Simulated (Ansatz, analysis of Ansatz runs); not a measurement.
**Reproducing a measured local vibrational mode: Al-H pair in alpha-quartz**

Aim: the local vibrational mode of the Al-H pair in alpha-quartz, to be set beside the measurement. Set-up: PBE, 72-site cell, PBE lattice, 420 eV, k: the single point 1/4 1/4 1/4. The model is a cell of 72 host atoms with Al put on another atom's site and H put in between. The frequencies come from force constants among the defect atom and its neighbours, with the masses of the isotopes named. A local or semilocal functional is the cheapest first rung.

What was measured. O-H stretch, 1H: 3378 cm⁻¹ at 300 K, by diffuse reflectance FTIR (“Structural evolution of water and hydroxyl groups during thermal, mechanical and chemical treatment of high purity natural quartz”, 2020, pmc:9055915). O-H stretch, 1H: 3313 cm⁻¹ at 300 K, by diffuse reflectance FTIR (“Structural evolution of water and hydroxyl groups during thermal, mechanical and chemical treatment of high purity natural quartz”, 2020, pmc:9055915).

Program: Ansatz 0.2.0. Level of theory: plane-wave PAW DFT, PBE; relaxation of all atoms of a defect supercell. Results are calculated unless marked as measured.

### Step 1. Set-up

The cell holds 73 atoms: 23 Si, 48 O, 1 Al and 1 H. Its edges and angles: a = 10.037 Å, b = 10.037 Å, c = 11.018 Å, α = 90.0°, β = 90.0°, γ = 120.0°. It derives from SiO2 (space group P3_221). Nearest the centre at fractional (0.218, 0.159, 0.413): O4 at 0.33 Å, Al12 at 1.31 Å, H73 at 1.33 Å, Si1 at 1.92 Å, O9 at 2.36 Å, O16 at 2.42 Å, O15 at 2.44 Å, O27 at 2.85 Å.

The host's primitive cell comes from a first run (plane-wave PAW DFT, PBE; relaxation of the host's cell and atoms): vectors of 5.018, 5.018 and 5.509 Å. That is 13.35 Å³ an atom, 6.1 % over the diffraction cell's volume. The supercell is built on it.

### Step 2. Relaxation, charge 0

Every later number rests on the structure around the defect, so the atoms are relaxed at the host's lattice first.

Input file relax/input.yaml:

```yaml
relax:
  f_tol: 0.01
  max_steps: 80
  random_displacement: { amplitude: 0.02, seed: 802 }
crystal:
  lattice:
    - [10.03667689, 0.0, 0.0]
    - [-5.01833844, 8.69201715, 0.0]
    - [0.0, 0.0, 11.01794812]
  atoms:
    - { symbol: Si, position: [0.238184546, 0.0, 0.333333333] }
    - { symbol: Si, position: [0.0, 0.238184546, 0.166666667] }
    - { symbol: Si, position: [0.261815454, 0.261815454, 0.0] }
    - { symbol: O, position: [0.20720344, 0.128060002, 0.397141942] }
    - { symbol: O, position: [0.371939998, 0.079143438, 0.230475275] }
    - { symbol: O, position: [0.420856562, 0.29279656, 0.063808608] }
    - { symbol: O, position: [0.128060002, 0.20720344, 0.102858058] }
    - { symbol: O, position: [0.079143438, 0.371939998, 0.269524725] }
    - { symbol: O, position: [0.29279656, 0.420856562, 0.436191392] }
    - { symbol: Si, position: [0.238184546, 0.0, 0.833333333] }
    - { symbol: Si, position: [0.0, 0.238184546, 0.666666667] }
    - { symbol: Al, position: [0.261815454, 0.261815454, 0.5] }
    - { symbol: O, position: [0.20720344, 0.128060002, 0.897141942] }
    - { symbol: O, position: [0.371939998, 0.079143438, 0.730475275] }
    - { symbol: O, position: [0.420856562, 0.29279656, 0.563808608] }
    - { symbol: O, position: [0.128060002, 0.20720344, 0.602858058] }
    - { symbol: O, position: [0.079143438, 0.371939998, 0.769524725] }
    - { symbol: O, position: [0.29279656, 0.420856562, 0.936191392] }
    - { symbol: Si, position: [0.238184546, 0.5, 0.333333333] }
    - { symbol: Si, position: [0.0, 0.738184546, 0.166666667] }
    - { symbol: Si, position: [0.261815454, 0.761815454, 0.0] }
    - { symbol: O, position: [0.20720344, 0.628060002, 0.397141942] }
    - { symbol: O, position: [0.371939998, 0.579143438, 0.230475275] }
    - { symbol: O, position: [0.420856562, 0.79279656, 0.063808608] }
    - { symbol: O, position: [0.128060002, 0.70720344, 0.102858058] }
    - { symbol: O, position: [0.079143438, 0.871939998, 0.269524725] }
    - { symbol: O, position: [0.29279656, 0.920856562, 0.436191392] }
    - { symbol: Si, position: [0.238184546, 0.5, 0.833333333] }
    - { symbol: Si, position: [0.0, 0.738184546, 0.666666667] }
    - { symbol: Si, position: [0.261815454, 0.761815454, 0.5] }
    - { symbol: O, position: [0.20720344, 0.628060002, 0.897141942] }
    - { symbol: O, position: [0.371939998, 0.579143438, 0.730475275] }
    - { symbol: O, position: [0.420856562, 0.79279656, 0.563808608] }
    - { symbol: O, position: [0.128060002, 0.70720344, 0.602858058] }
    - { symbol: O, position: [0.079143438, 0.871939998, 0.769524725] }
    - { symbol: O, position: [0.29279656, 0.920856562, 0.936191392] }
    - { symbol: Si, position: [0.738184546, 0.0, 0.333333333] }
    - { symbol: Si, position: [0.5, 0.238184546, 0.166666667] }
    - { symbol: Si, position: [0.761815454, 0.261815454, 0.0] }
    - { symbol: O, position: [0.70720344, 0.128060002, 0.397141942] }
    - { symbol: O, position: [0.871939998, 0.079143438, 0.230475275] }
    - { symbol: O, position: [0.920856562, 0.29279656, 0.063808608] }
    - { symbol: O, position: [0.628060002, 0.20720344, 0.102858058] }
    - { symbol: O, position: [0.579143438, 0.371939998, 0.269524725] }
    - { symbol: O, position: [0.79279656, 0.420856562, 0.436191392] }
    - { symbol: Si, position: [0.738184546, 0.0, 0.833333333] }
    - { symbol: Si, position: [0.5, 0.238184546, 0.666666667] }
    - { symbol: Si, position: [0.761815454, 0.261815454, 0.5] }
    - { symbol: O, position: [0.70720344, 0.128060002, 0.897141942] }
    - { symbol: O, position: [0.871939998, 0.079143438, 0.730475275] }
    - { symbol: O, position: [0.920856562, 0.29279656, 0.563808608] }
    - { symbol: O, position: [0.628060002, 0.20720344, 0.602858058] }
    - { symbol: O, position: [0.579143438, 0.371939998, 0.769524725] }
    - { symbol: O, position: [0.79279656, 0.420856562, 0.936191392] }
    - { symbol: Si, position: [0.738184546, 0.5, 0.333333333] }
    - { symbol: Si, position: [0.5, 0.738184546, 0.166666667] }
    - { symbol: Si, position: [0.761815454, 0.761815454, 0.0] }
    - { symbol: O, position: [0.70720344, 0.628060002, 0.397141942] }
    - { symbol: O, position: [0.871939998, 0.579143438, 0.230475275] }
    - { symbol: O, position: [0.920856562, 0.79279656, 0.063808608] }
    - { symbol: O, position: [0.628060002, 0.70720344, 0.102858058] }
    - { symbol: O, position: [0.579143438, 0.871939998, 0.269524725] }
    - { symbol: O, position: [0.79279656, 0.920856562, 0.436191392] }
    - { symbol: Si, position: [0.738184546, 0.5, 0.833333333] }
    - { symbol: Si, position: [0.5, 0.738184546, 0.666666667] }
    - { symbol: Si, position: [0.761815454, 0.761815454, 0.5] }
    - { symbol: O, position: [0.70720344, 0.628060002, 0.897141942] }
    - { symbol: O, position: [0.871939998, 0.579143438, 0.730475275] }
    - { symbol: O, position: [0.920856562, 0.79279656, 0.563808608] }
    - { symbol: O, position: [0.628060002, 0.70720344, 0.602858058] }
    - { symbol: O, position: [0.579143438, 0.871939998, 0.769524725] }
    - { symbol: O, position: [0.79279656, 0.920856562, 0.936191392] }
    - { symbol: H, position: [0.170942, 0.053162, 0.326978] }
basis:
  ecutwfc: 420
  xc_grid: 2
hamiltonian:
  xc: pbe
kpoints:
  mp_grid: { grid: [1, 1, 1], shift: [0.25, 0.25, 0.25] }
scf:
  occupations: { method: fermi_dirac, width: 0.01 }
  max_iter: 120
output:
  forces: true
checkpoint:
  write: "../relax.run"
  compress: false
  write_wavefunctions: true
  write_every: 100000
```

Run with:

```
> ansatz run input.yaml --threads 2 --pin off --max-ram 3768MiB --backend cpu --events-out ev --progress --plain --runs-dir out
```

Numbers of over 12 decimals in the logs are rounded to 6 here.

Log:

```text
[... repeated set-up lines and file paths are left out, and long positions are rounded to six places ...]
Engine: ansatz 0.2.0, x86_64-unknown-linux-gnu
Pseudopotentials: kind: paw
Pseudopotential: Si, paw, valence charge 4, recommended cutoff 420 eV (normal), Si.paw.azcp
Pseudopotential: O, paw, valence charge 6, recommended cutoff 420 eV (normal), O.paw.azcp
Pseudopotential: Al, paw, valence charge 3, recommended cutoff 420 eV (normal), Al.paw.azcp
Pseudopotential: H, paw, valence charge 1, recommended cutoff 420 eV (normal), H.paw.azcp
Functional definition: PBE
  parameter kappa = 0.804
  parameter beta = 0.066725
  exchange = pbe_x(kappa = kappa, mu = beta*pi^2/3)
  correlation = pbe_c(beta = beta)
Crystal: 73 atoms, lattice volume = 961.194 Å³
Basis set: ecut = 420 eV, 18781 PW (Γ), exchange–correlation on 144×144×150 points (8 copies of the dense FFT grid, shifted against one another)
Bands: 265, of which v1, the nominal top of the filled ones, is band 192 counted from 1 (191 counted from 0)
Symmetry: 1 space group operations
k-points: 1
Non-local potential: Si, projectors of the file, l = 0: 2, l = 1: 2, l = 2: 2
Non-local potential: O, projectors of the file, l = 0: 2, l = 1: 2, l = 2: 1
Non-local potential: Al, projectors of the file, l = 0: 2, l = 1: 2, l = 2: 1
Non-local potential: H, projectors of the file, l = 0: 2, l = 1: 1
PAW form: soft (Blöchl's): semilocal exchange-correlation on the pseudo side does not see the compensation charge
PAW one-centre angular grid: Si, 110 points (default); XC on 64 Gauss nodes
PAW one-centre angular grid: O, 110 points (default); XC on 64 Gauss nodes
PAW one-centre angular grid: Al, 110 points (default); XC on 64 Gauss nodes
PAW one-centre angular grid: H, 110 points (default); XC on 64 Gauss nodes
Initial density: superposition of atomic densities (neutral atoms: chi_scale 0, normalization atom), corrected by the library's trained network
Initial wavefunctions: pseudopotential atomic-orbital guess
Functional: x = pbe(κ = 0.804, μ = 0.219515), c = pbe(β = 0.066725)
SCF iter   1: F=—  HF=-42485.346052 eV  |F-HF|=—  |Δ(HF+E_count)|=         —  Δρ=6.92e-3  dr2=5.96e-1  ethr=1.77e-3  ⟨swp⟩=6.0  Hψ=1187  notcnv=0  defer=35
preconditioner: auto → Resta (q_TF=auto, 2.341 Å⁻¹)  ε∞=3.0  [insulator: Δε(μ)=4.298 eV  Ē_g=16.600 eV  σ=0.010 eV  W_gap=1.00  n_scr=212 (ndim 8)  ℏωp=23.5 eV  f_vac=0.148  D(μ)=0.00/eV (n_scr^D=0)  ε∞_Penn≈3.0]
SCF iter   2: F=—  HF=-42485.194012 eV  |F-HF|=—  |Δ(HF+E_count)|=   1.52e-1  Δρ=3.14e-3  dr2=1.09e-1  ethr=1.55e-4  ⟨swp⟩=4.0  Hψ=508  notcnv=0  defer=68
SCF iter   3: F=—  HF=-42485.157889 eV  |F-HF|=—  |Δ(HF+E_count)|=   3.61e-2  Δρ=1.17e-3  dr2=2.02e-2  ethr=2.85e-5  ⟨swp⟩=3.0  Hψ=399  notcnv=0  defer=68
SCF iter   4: F=—  HF=-42485.151554 eV  |F-HF|=—  |Δ(HF+E_count)|=   6.33e-3  Δρ=4.45e-4  dr2=2.34e-3  ethr=5.26e-6  ⟨swp⟩=3.0  Hψ=507  notcnv=0  defer=68
SCF iter   5: F=—  HF=-42485.150208 eV  |F-HF|=—  |Δ(HF+E_count)|=   1.35e-3  Δρ=2.30e-4  dr2=4.01e-4  ethr=6.08e-7  ⟨swp⟩=2.0  Hψ=394  notcnv=0  defer=68
SCF iter   6: F=—  HF=-42485.150153 eV  |F-HF|=—  |Δ(HF+E_count)|=   5.46e-5  Δρ=6.92e-5  dr2=3.79e-5  ethr=1.05e-7  ⟨swp⟩=2.0  Hψ=390  notcnv=0  defer=68
SCF iter   7: F=—  HF=-42485.150161 eV  |F-HF|=—  |Δ(HF+E_count)|=   7.93e-6  Δρ=1.95e-5  dr2=3.52e-6  ethr=9.86e-9  ⟨swp⟩=2.0  Hψ=388  notcnv=0  defer=68
SCF iter   8: F=-42485.150163 eV  HF=-42485.150163 eV  |F-HF|=2.01e-7  |Δ(HF+E_count)|=   2.05e-6  Δρ=9.98e-6  dr2=7.51e-7  ethr=6.51e-10  ⟨swp⟩=4.0  Hψ=778  notcnv=0
SCF 1 converged in 8 iterations: F = -42485.150163 eV  dr2 = 7.51e-7
  greatest PAW one-centre occupation: 0.876 electrons in one spin orbital (limit 2), on the O atom at site 3 (counted from 0), in its partial waves of l = 0
relax step   1: F+E_penalty+E_count = -42485.15016291 eV  Δ(F+E_penalty+E_count) = +0.000e0 eV  max|allowed force component| = 2.633e1 eV/Å  Δτ_max = 0.0000 Å  (8 SCF iters, dr2 threshold 2.50e-6 eV, accepted)
[... the SCF cycles and remarks between the steps are left out from here to the last step ...]
relax step   2: F+E_penalty+E_count = -42489.86543127 eV  Δ(F+E_penalty+E_count) = -4.715e0 eV  max|allowed force component| = 1.350e1 eV/Å  Δτ_max = 0.1321 Å  (5 SCF iters, dr2 threshold 1.00e-4 eV, accepted)
relax step   3: F+E_penalty+E_count = -42493.10193953 eV  Δ(F+E_penalty+E_count) = -3.237e0 eV  max|allowed force component| = 6.149e0 eV/Å  Δτ_max = 0.1996 Å  (6 SCF iters, dr2 threshold 1.00e-4 eV, accepted)
relax step   4: F+E_penalty+E_count = -42494.29955096 eV  Δ(F+E_penalty+E_count) = -1.198e0 eV  max|allowed force component| = 2.209e0 eV/Å  Δτ_max = 0.1948 Å  (5 SCF iters, dr2 threshold 1.00e-4 eV, accepted)
relax step   5: F+E_penalty+E_count = -42494.78166066 eV  Δ(F+E_penalty+E_count) = -4.821e-1 eV  max|allowed force component| = 1.789e0 eV/Å  Δτ_max = 0.1949 Å  (5 SCF iters, dr2 threshold 1.00e-4 eV, accepted)
relax step   6: F+E_penalty+E_count = -42495.07326723 eV  Δ(F+E_penalty+E_count) = -2.916e-1 eV  max|allowed force component| = 1.118e0 eV/Å  Δτ_max = 0.2000 Å  (6 SCF iters, dr2 threshold 1.00e-4 eV, accepted)
relax step   7: F+E_penalty+E_count = -42495.24900756 eV  Δ(F+E_penalty+E_count) = -1.757e-1 eV  max|allowed force component| = 5.984e-1 eV/Å  Δτ_max = 0.2000 Å  (5 SCF iters, dr2 threshold 1.00e-4 eV, accepted)
relax step   8: F+E_penalty+E_count = -42495.33629066 eV  Δ(F+E_penalty+E_count) = -8.728e-2 eV  max|allowed force component| = 2.905e-1 eV/Å  Δτ_max = 0.2000 Å  (5 SCF iters, dr2 threshold 1.00e-4 eV, accepted)
relax step   9: F+E_penalty+E_count = -42495.36257809 eV  Δ(F+E_penalty+E_count) = -2.629e-2 eV  max|allowed force component| = 3.821e-1 eV/Å  Δτ_max = 0.2000 Å  (5 SCF iters, dr2 threshold 1.99e-5 eV, accepted)
relax step  10: F+E_penalty+E_count = -42495.37093684 eV  Δ(F+E_penalty+E_count) = -8.359e-3 eV  max|allowed force component| = 2.005e-1 eV/Å  Δτ_max = 0.1191 Å  (5 SCF iters, dr2 threshold 3.44e-5 eV, accepted)
relax step  11: F+E_penalty+E_count = -42495.37808773 eV  Δ(F+E_penalty+E_count) = -7.151e-3 eV  max|allowed force component| = 1.010e-1 eV/Å  Δτ_max = 0.0681 Å  (5 SCF iters, dr2 threshold 1.11e-5 eV, accepted)
relax step  12: F+E_penalty+E_count = -42495.38476677 eV  Δ(F+E_penalty+E_count) = -6.679e-3 eV  max|allowed force component| = 2.044e-1 eV/Å  Δτ_max = 0.0874 Å  (6 SCF iters, dr2 threshold 2.59e-6 eV, accepted)
relax step  13: F+E_penalty+E_count = -42495.38634357 eV  Δ(F+E_penalty+E_count) = -1.577e-3 eV  max|allowed force component| = 4.783e-1 eV/Å  Δτ_max = 0.1952 Å  (6 SCF iters, dr2 threshold 1.06e-5 eV, accepted)
relax step  14: F+E_penalty+E_count = -42495.39852773 eV  Δ(F+E_penalty+E_count) = -1.218e-2 eV  max|allowed force component| = 1.284e-1 eV/Å  Δτ_max = 0.0702 Å  (5 SCF iters, dr2 threshold 1.00e-4 eV, accepted)
relax step  15: F+E_penalty+E_count = -42495.40014199 eV  Δ(F+E_penalty+E_count) = -1.614e-3 eV  max|allowed force component| = 4.948e-2 eV/Å  Δτ_max = 0.0172 Å  (6 SCF iters, dr2 threshold 1.19e-6 eV, accepted)
relax step  16: F+E_penalty+E_count = -42495.40063254 eV  Δ(F+E_penalty+E_count) = -4.906e-4 eV  max|allowed force component| = 1.904e-2 eV/Å  Δτ_max = 0.0087 Å  (6 SCF iters, dr2 threshold 1.76e-7 eV, accepted)
SCF iter   1: F=—  HF=-42495.402072 eV  |F-HF|=—  |Δ(HF+E_count)|=         —  Δρ=2.72e-4  dr2=4.54e-4  ethr=1.13e-6  ⟨swp⟩=4.0  Hψ=629  notcnv=0  defer=67
SCF iter   2: F=—  HF=-42495.401981 eV  |F-HF|=—  |Δ(HF+E_count)|=   9.10e-5  Δρ=1.47e-4  dr2=1.37e-4  ethr=1.18e-7  ⟨swp⟩=1.0  Hψ=305  notcnv=0  defer=67
SCF iter   3: F=—  HF=-42495.401934 eV  |F-HF|=—  |Δ(HF+E_count)|=   4.70e-5  Δρ=3.81e-5  dr2=9.15e-6  ethr=3.55e-8  ⟨swp⟩=2.0  Hψ=390  notcnv=0  defer=67
SCF iter   4: F=—  HF=-42495.400714 eV  |F-HF|=—  |Δ(HF+E_count)|=   1.22e-3  Δρ=1.22e-5  dr2=8.48e-7  ethr=2.38e-9  ⟨swp⟩=2.0  Hψ=383  notcnv=0  defer=67
SCF iter   5: F=-42495.400715 eV  HF=-42495.400715 eV  |F-HF|=1.34e-8  |Δ(HF+E_count)|=   2.33e-7  Δρ=3.26e-6  dr2=8.99e-8  ethr=2.60e-11  ⟨swp⟩=3.0  Hψ=983  notcnv=0
SCF 17 converged in 5 iterations: F = -42495.400715 eV  dr2 = 8.99e-8
relax step  17: F+E_penalty+E_count = -42495.40071461 eV  Δ(F+E_penalty+E_count) = -8.207e-5 eV  max|allowed force component| = 9.364e-3 eV/Å  Δτ_max = 0.0036 Å  (5 SCF iters, accepted)
NSCF: frozen V_eff on 1 k-points
the band table was solved once a step of the walk had ended and its energy, with any forces and stress, was formed, with the checks that follow a solve (1274 applications of the Hamiltonian). They found nothing against the state; [...]
SCF converged after 5 iterations
Free energy (F): -42495.400715 eV
Harris-Foulkes:  -42495.400715 eV  (|F-HF|=1.34e-8)
Internal energy: -42495.400715 eV  (E = F + TS)
E sigma→0 (E₀):  -42495.400715 eV
Fermi energy:    5.316685 eV
--- Per-component energies (eV) ---
  E_band       = -1812.249723
  E_kinetic    = 9626.798283
  E_local      = -24343.433060  (includes V_loc(G=0)·N_el)
  E_nonlocal   = 2864.211375
  E_hartree    = 8774.628890
  E_xc         = -4887.996693
  E_vxc        = -5673.701358  (∫ρ·V_xc dr)
  E_paw        = -19900.885932  (= ΣΔE_a)
  E_vpaw       = -1835.504222  (= ΣTr[D̂ρ^β])
  E_aug_tail   = 0.123192  (compensation charges beyond the density's cutoff)
  E_ewald      = -14628.846770
  E_smearing   = -0.000000  (= −TS)
  E_closure    = -0.000000  (closes the sum)
  Σ components = -42495.400715   (vs F -42495.400715, Δ=0.00e0)
--- Forces (eV/Å), atoms counted from 1 ---
  atom   1  Si    -0.00165165     0.00707105     0.00097944
  atom   2  Si    -0.00020123    -0.00093046    -0.00072011
  [... 1 atom left out ...]
  atom   4  O      0.00499696     0.00012044    -0.00057106
  atom   5  O      0.00007935     0.00014572     0.00049740
  [... 3 atoms left out ...]
  atom   9  O      0.00041866     0.00069840     0.00229143
  [... 2 atoms left out ...]
  atom  12  Al     0.00210099    -0.00665927    -0.00936515
  [... 2 atoms left out ...]
  atom  15  O      0.00165149     0.00216253     0.00152093
  atom  16  O      0.00167161     0.00147878    -0.00095419
  [... 9 atoms left out ...]
  atom  26  O     -0.00105234    -0.00044663     0.00020259
  atom  27  O      0.00213028    -0.00225457     0.00149150
  [... 45 atoms left out ...]
  atom  73  H     -0.00642514    -0.00287451     0.00047435
  max |Σ_I F_I| component: 9.38e-5 eV/Å
--- Band table (eV) ---
  k-point 0: bands = ["-17.6973", "-17.0735", "-16.9407", "-16.9181", [... 257 left out ...] "13.7156", "13.7688", "13.8225", "13.8780"]
--- Relaxed structure (17 steps of the walk, 17 accepted, 0 SCFs on fresh bases) ---
  F+E_penalty+E_count = -42495.40071461 eV   max|allowed force component| = 9.364e-3 eV/Å
  atoms:
    - { symbol: Si, position: [0.229277, -0.011834, 0.330418] }
    - { symbol: Si, position: [0.000487, 0.243734, 0.162411] }
    [... 1 atom left out ...]
    - { symbol: O, position: [0.168727, 0.100768, 0.398882] }
    - { symbol: O, position: [0.363948, 0.089303, 0.235813] }
    [... 3 atoms left out ...]
    - { symbol: O, position: [0.296190, 0.428427, 0.428448] }
    [... 2 atoms left out ...]
    - { symbol: Al, position: [0.268727, 0.270685, 0.508339] }
    [... 2 atoms left out ...]
    - { symbol: O, position: [0.435432, 0.274586, 0.548594] }
    - { symbol: O, position: [0.131353, 0.206812, 0.620485] }
    [... 9 atoms left out ...]
    - { symbol: O, position: [0.074875, 0.859257, 0.264875] }
    - { symbol: O, position: [0.289960, 0.921436, 0.436565] }
    [... 45 atoms left out ...]
    - { symbol: H, position: [0.055854, 0.045461, 0.410167] }
```

It took 3.1 min on 2 threads of Intel Xeon Platinum 8375C at 2.90GHz (Ice Lake), shared host; peak memory 1.7 GiB.

(Part 1 of 2 ends here.)

[Logs are printed without paths, hosts, clocks, repeated set-up lines and the standing remarks that a program may print on its own settings, such as how far it seeks lower states.]

[Hosts, paths, dates, database ids (printed as entryN), source tags and the programs' standing remarks are cut or masked in the printed files.]

[For some hosts the program warned that the k-mesh of the response run may be too coarse for force constants and the static dielectric constant; such warnings are not shown here.]
